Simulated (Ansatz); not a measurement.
# Pb2SeO (built on the sites of a database entry of PbSe): a soft mode frozen in, part 3 of 3

Which phase does Pb2SeO (built on the sites of a database entry of PbSe) fall into along its unstable mode, and how much energy does it gain?

Ansatz 0.2.0; DFT PBEsol, scalar-relativistic, plane waves, PAW.

So far. Step 5 (Energy along the mode, all amplitudes (two of the runs …): The lowest of the steps tried is the last one, at 0.6 Å, 30.2 meV/atom below the parent; the bottom of the well need not coincide with a step. Step 7 (The new phase in its own primitive cell): The largest force component left is 0.37 meV/Å and the pressure is 0.001 GPa, within the tolerances set. The cell now holds 24.90 Å³/atom.

The structure was built from a prototype and need not be the compound's stable phase.

## 8. Modes of the new phase, k-mesh 6×6×6

A relaxed structure may still be a saddle point, so its zone-centre modes are computed. The response to a homogeneous field gives the Born charges and the dielectric tensor.

input.yaml reads:

```yaml
crystal:
  lattice:
    - [6.1408556014, -1.8497492516, -0.0073368301]
    - [6.1408556014, 1.8497492516, -0.0073368301]
    - [-0.449446048, 0.0, 4.3848800597]
  atoms:
    - { symbol: Pb, position: [0.6172005061, 0.6172005061, 0.7257739969] }
    - { symbol: Pb, position: [0.3197564149, 0.3197564149, 0.2634241487] }
    - { symbol: Se, position: [0.908590682, 0.908590682, 0.7092083452] }
    - { symbol: O, position: [0.154452397, 0.154452397, 0.4396209669] }
kpoints:
  mp_grid: { grid: [6, 6, 6] }
hamiltonian:
  xc: pbesol
scf:
  occupations: { method: fixed }
output:
  eigenvalues: true
phonons:
  method: dfpt
  dielectric: true
  rigid_motions: translations
```

Started as:

```console
$ ansatz run input.yaml --threads 8 --pin off --max-ram 14336MiB --backend cpu --events-out ev --progress --plain --runs-dir out
```

Numbers of over 12 decimals in the logs are rounded to 6 here.

What it wrote:

```text
[...]
Crystal: 4 atoms, lattice volume = 99.604 Å³
Basis set: ecut = 420 eV, 1961 PW (Γ), exchange–correlation on 90×90×60 points (8 copies of the dense FFT grid, shifted against one another)
Bands: 30, of which v1, the nominal top of the filled ones, is band 25 counted from 1 (24 counted from 0)
Symmetry: 2 space group operations
k-points: 112 of 216 (irreducible under 1 space group operation, time reversal used)
[...]
SCF iter   1: F=—  HF=-29494.885930 eV  |F-HF|=—  |Δ(HF+E_count)|=         —  Δρ=9.81e-3  dr2=9.65e-2  ethr=1.77e-3  ⟨swp⟩=5.0  Hψ=13236  notcnv=0  defer=328
[...]
SCF iter  10: F=-29494.865832 eV  HF=-29494.865832 eV  |F-HF|=1.46e-11  |Δ(HF+E_count)|=  2.84e-10  Δρ=1.36e-7  dr2=2.28e-11  ethr=1.00e-12  ⟨swp⟩=13.6  Hψ=22279  notcnv=0
SCF 1 converged in 10 iterations: F = -29494.865832 eV  dr2 = 2.28e-11
[...]
NSCF: frozen V_eff on 8 k-points
[...]
Bands: 26, of which v1, the nominal top of the filled ones, is band 25 counted from 1 (24 counted from 0)
k-points: 390 of 1440 (time reversal used)
[...]
Eigensolver: Dense (390 Hₖ)
SCF iter   1: F=—  HF=-29494.853801 eV  |F-HF|=—  |Δ(HF+E_count)|=         —  Δρ=2.81e-4  dr2=4.75e-5  ethr=1.00e-1
[...]
SCF iter   5: F=-29494.853800 eV  HF=-29494.853800 eV  |F-HF|=5.24e-9  |Δ(HF+E_count)|=   5.84e-8  Δρ=5.07e-6  dr2=2.80e-8  ethr=4.79e-10
SCF 1 converged in 5 iterations: F = -29494.853800 eV  dr2 = 2.80e-8
[...]
SCF converged after 10 iterations
Free energy (F): -29494.865832 eV
[...]
Internal energy: -29494.865832 eV  (E = F + TS)
E sigma→0 (E₀):  -29494.865832 eV
Fermi energy:    8.326371 eV
[...]
--- Band table (eV; the first three rows and the last of 112) ---
  k-point 0: bands = [... 21 lower, 5.4582, 6.1937, 7.1145, 7.3319, 10.5334, 12.0925, 12.7298, 13.5667, ... 1 higher]
  k-point 1: bands = [... 21 lower, 5.7285, 6.7109, 7.4353, 7.4792, 10.1804, 11.4438, 12.9370, 13.3755, ... 1 higher]
  k-point 2: bands = [... 21 lower, 5.7148, 6.8459, 7.6658, 8.3264, 9.7355, 10.8432, 12.9053, 12.9110, ... 1 higher]
  k-point 111: bands = [... 21 lower, 5.6180, 7.1697, 7.6643, 7.8668, 9.7310, 10.0928, 12.4125, 12.8653, ... 1 higher]
[...]
ASR residual: 8.143e-5 → 0.000e0 eV/Å²; symmetrization residual: 8.300e-6 eV/Å²
  ASR residual per site (eV/Å²): 8.14e-5 7.22e-5 2.27e-5 8.07e-5
[...]
ε∞ (high-frequency dielectric tensor):
       11.720256    -0.000000    -0.178432
       -0.000000    14.409738     0.000000
       -0.178432     0.000000    11.268603
  ε⁰ (static dielectric tensor: ions relaxed, cell fixed):
       34.351925     0.000000     0.305307
        0.000000    46.369725     0.000000
        0.305307     0.000000    17.770099
  ε⁰ − ε∞ (ionic part):
       22.631669     0.000000     0.483739
        0.000000    31.959987     0.000000
        0.483739     0.000000     6.501496
[...]
Born effective charges Z* (e; rows j = field, columns β = displacement):
    site 0:
         4.06559   -0.00000   -0.73629
        -0.00000    4.70699    0.00000
         0.01000    0.00000    1.44539
    site 1:
         2.12556    0.00000    0.06622
         0.00000    2.66384    0.00000
        -0.58565    0.00000    3.61505
    site 2:
        -3.01060   -0.00000   -0.64029
        -0.00000   -4.08901   -0.00000
        -0.69841   -0.00000   -3.10749
    site 3:
        -3.18054    0.00000    1.31036
         0.00000   -3.28183   -0.00000
         1.27407   -0.00000   -1.95296
  Z* charge neutrality: 6.530e-3 e pre-enforcement
  solved inside a basis spanned on kpoints, on 12×12×10 k-points: ε∞ is read to err by 6.0e-2, Z* by 2.3e-2 e (field_mesh: kpoints solves on kpoints); Z* is corrected for what the basis lacks
  optical modes at Γ without the LO–TO term, one row a degenerate level:
      ω (cm⁻¹)  modes    IR ((D/Å)²/amu)
         38.00      1             1.0892
         47.97      1             0.1053
         72.88      1             4.3063
        106.94      1             1.1748
        114.17      1             5.5350
        133.34      1             3.7831
        227.66      1             2.3133
        233.14      1            17.0485
        400.57      1            23.0824
  optical modes at Γ + LO–TO along q̂ = [1.0000, 0.0000, 0.0000]:
      ω (cm⁻¹)  modes    IR ((D/Å)²/amu)
         38.00      1             1.0892
         48.34      1             0.0340
         96.51      1             0.7863
        114.17      1             5.5350
        115.92      1             2.2560
        143.53      1             4.4797
        229.11      1             2.7147
        233.14      1            17.0485
        437.68      1            24.4946
  optical modes at Γ + LO–TO along q̂ = [0.0000, 1.0000, 0.0000]:
      ω (cm⁻¹)  modes    IR ((D/Å)²/amu)
         46.54      1             0.2113
[...]
227.66      1             2.3133
        289.28      1            21.4685
        400.57      1            23.0824
  optical modes at Γ + LO–TO along q̂ = [0.0000, 0.0000, 1.0000]:
      ω (cm⁻¹)  modes    IR ((D/Å)²/amu)
         38.00      1             1.0892
         48.28      1             0.0982
         73.02      1             4.2917
        109.05      1             0.9571
        114.17      1             5.5350
        150.41      1             3.0262
        233.14      1            17.0485
        235.95      1             3.0015
        418.42      1            23.3906
```

It took 1.7 min on 8 threads of Intel Xeon Platinum 8488C (Sapphire Rapids), shared host; peak memory 3.3 GiB; 12 min of CPU time.

This step gave:

* sum-rule residual before enforcement: 8.14e-5 eV/Å²
* miss of the charge sum rule: 0.006530 e
* estimated error of the dielectric tensor: 0.05976
* estimated error of the Born charges: 0.02318 e
* point group: m
* highest optical mode at the zone centre (no LO-TO term): 400.6 cm⁻¹
* lowest optical zone-centre mode: 38 cm⁻¹
* mean high-frequency dielectric constant: 12.47
* largest Born charge (third of the trace): 3.406 e
* mean static dielectric constant: 32.83
* top of the zone-centre spectrum with the field: 437.7 cm⁻¹

Without the LO-TO term. Patterns of degenerate modes are one choice out of their space. The modes at Γ (shares of kinetic energy by element, %):

| mode | frequency (cm⁻¹) | symmetry | Pb % | Se % | O % |
| --- | --- | --- | --- | --- | --- |
| 1 | 0.0 | acoustic | 81 | 16 | 3 |
| 2 | 0.0 | acoustic | 81 | 16 | 3 |
| 3 | 0.0 | acoustic | 81 | 16 | 3 |
| 4 | 38.0 | A'' | 83 | 15 | 2 |
| 5 | 48.0 | A' | 69 | 25 | 6 |
| 6 | 72.9 | A' | 69 | 29 | 3 |
| 7 | 106.9 | A' | 53 | 46 | 1 |
| 8 | 114.2 | A'' | 31 | 69 | 0 |
| 9 | 133.3 | A' | 32 | 67 | 1 |
| 10 | 227.7 | A' | 10 | 2 | 88 |
| 11 | 233.1 | A'' | 5 | 0 | 95 |
| 12 | 400.6 | A' | 4 | 1 | 96 |

Displacements in mode 4 (38.0 cm⁻¹), the largest set to 1:
```
Pb1  0.00  1.00  0.00
Pb2  0.00 -0.72  0.00
Se3  0.00 -0.86  0.00
O4   0.00  0.63  0.00
```

Displacements in mode 12 (400.6 cm⁻¹), the largest set to 1:
```
Pb1 -0.01  0.00  0.03
Pb2 -0.05  0.00  0.02
Se3 -0.05  0.00  0.00
O4   1.00  0.00 -0.64
```

Optical modes at the zone centre, without and with the macroscopic field of the longitudinal modes; each column is sorted by frequency, so a row need not hold one and the same mode. Modes with and without the field, by row:

| rank among optical modes | no field (cm⁻¹) | q along (1, 0, 0) (cm⁻¹) | q along (0, 1, 0) (cm⁻¹) | q along (0, 0, 1) (cm⁻¹) |
| --- | --- | --- | --- | --- |
| 1 | 38 | 38 | 46.5 | 38 |
| 2 | 48 | 48.3 | 48 | 48.3 |
| 3 | 72.9 | 96.5 | 72.9 | 73 |
| 4 | 106.9 | 114.2 | 106.9 | 109 |
| 5 | 114.2 | 115.9 | 133.3 | 114.2 |
| 6 | 133.3 | 143.5 | 134.8 | 150.4 |
| 7 | 227.7 | 229.1 | 227.7 | 233.1 |
| 8 | 233.1 | 233.1 | 289.3 | 235.9 |
| 9 | 400.6 | 437.7 | 400.6 | 418.4 |

Born charge (rows field, columns displacement) (e), principal values of the symmetric part by kind of site:

| atom | atoms with these values | low | middle | high | mean |
| --- | --- | --- | --- | --- | --- |
| Pb1 | 1 | 1.40 | 4.11 | 4.71 | 3.41 |
| Pb2 | 1 | 2.08 | 2.66 | 3.66 | 2.80 |
| Se3 | 1 | -4.09 | -3.73 | -2.39 | -3.40 |
| O4 | 1 | -4.00 | -3.28 | -1.14 | -2.81 |

In full for Pb2:

```
 2.13  0.00  0.07
 0.00  2.66  0.00
-0.59  0.00  3.62
```

High-frequency dielectric tensor:

```
11.72  0.00 -0.18
 0.00 14.41  0.00
-0.18  0.00 11.27
```

Static dielectric tensor (ions relaxed, fixed cell):

```
34.35  0.00  0.31
 0.00 46.37  0.00
 0.31  0.00 17.77
```

Transverse modes. Lines of the infrared spectrum (strongest = 100):

| position (cm⁻¹) | label | relative intensity |
| --- | --- | --- |
| 38 | A'' | 4.7 |
| 48 | A' | 0.5 |
| 73 | A' | 19 |
| 107 | A' | 5.1 |
| 114 | A'' | 24 |
| 133 | A' | 16 |
| 228 | A' | 10 |
| 233 | A'' | 74 |
| 401 | A' | 100 |

Before it was imposed, the acoustic sum rule was missed by 8.1e-5 eV/Å² and the charge sum rule by 0.0065 e. Small misses are needed for a sound result but don't prove that mesh and cutoff are converged. The lowest optical mode is real, 38.0 cm⁻¹.

The log warns of the k mesh: “the force constants stand on the 6×6×6 k-mesh, whose period is 8.74 times the interband length at k = (0.3333, 0.3333, -0.3333), direct gap 1.615 eV, under 14: take them and everything formed from them as unconverged”.

## 9. The phases reached

The phases reached along the modes that were followed are set side by side.

Energies are those of the first relaxation, on the mesh of the frozen mode; space group, volume and gap are those of the last relaxation. Phases, by row:

| mode frozen in | space group | energy from parent (meV/atom) | volume (Å³/atom) | gap on mesh (eV) | lowest zone-centre optical mode (cm⁻¹) | largest shift (Å) |
| --- | --- | --- | --- | --- | --- | --- |
| parent | Amm2 | 0 | 23.47 | 0.345 | – | – |
| q = (0, 0, 0), 180i cm⁻¹ | Pm | -92.05 | 24.75 | 0.515 | 41.9 | 0.766 |
| q = (0, 0, 0), 168i cm⁻¹ | Cm | -69.4 | 24.9 | 0.693 | 38 | 0.678 |

## 10. Results

- unstable mode of the parent: q = (0, 0, 0), 168i cm⁻¹
- depth at the lowest point sampled: 30.2 meV/atom
- largest atomic shift at that point: 0.6 Å
- space group reached (within 0.01 Å): Cm
- energy gained over the parent (first relaxation, on the mesh of the frozen mode): 69.4 meV/atom
- volume per atom, phase reached: 24.9 Å³
- gap on the k-mesh, phase reached: 0.693 eV
- lowest optical zone-centre mode, phase reached: 38.0 cm⁻¹
- highest optical mode at the zone centre (no LO-TO term), phase reached: 401 cm⁻¹

**Reading.** Along this mode the structure falls into Cm, 69.4 meV/atom below the parent. At the parent's cell the well is 30.19 meV/atom deep on the steps tried, with its lowest point at a shift of 0.6 Å. That is the last step tried, so the steps alone don't bracket the bottom of the well. Relaxing atoms and cell changes the gain by +39.21 meV/atom against the lowest step (energies at zero smearing). The new phase has no imaginary mode at the zone centre of its cell; other wavevectors were not checked. Of the 2 patterns followed to their end from this parent, this one ends 22.7 meV/atom above the lowest, Pm. Each path keeps the symmetry of its pattern, so a lower phase may lie along a pattern not tried. With the field response the log warns that the k mesh is coarse for the force constants too, so the frequencies may not be converged. Spin-orbit coupling is left out, which can matter for the heavy elements here. The starting cell was built on a prototype and not taken from a measurement, so the phase need not exist.

[Logs are printed without paths, hosts, clocks, repeated set-up lines and the standing remarks that a program may print on its own settings, such as how far it seeks lower states.]

[Hosts, paths, dates, database ids (printed as entryN), source tags and the programs' standing remarks are cut or masked in the printed files.]
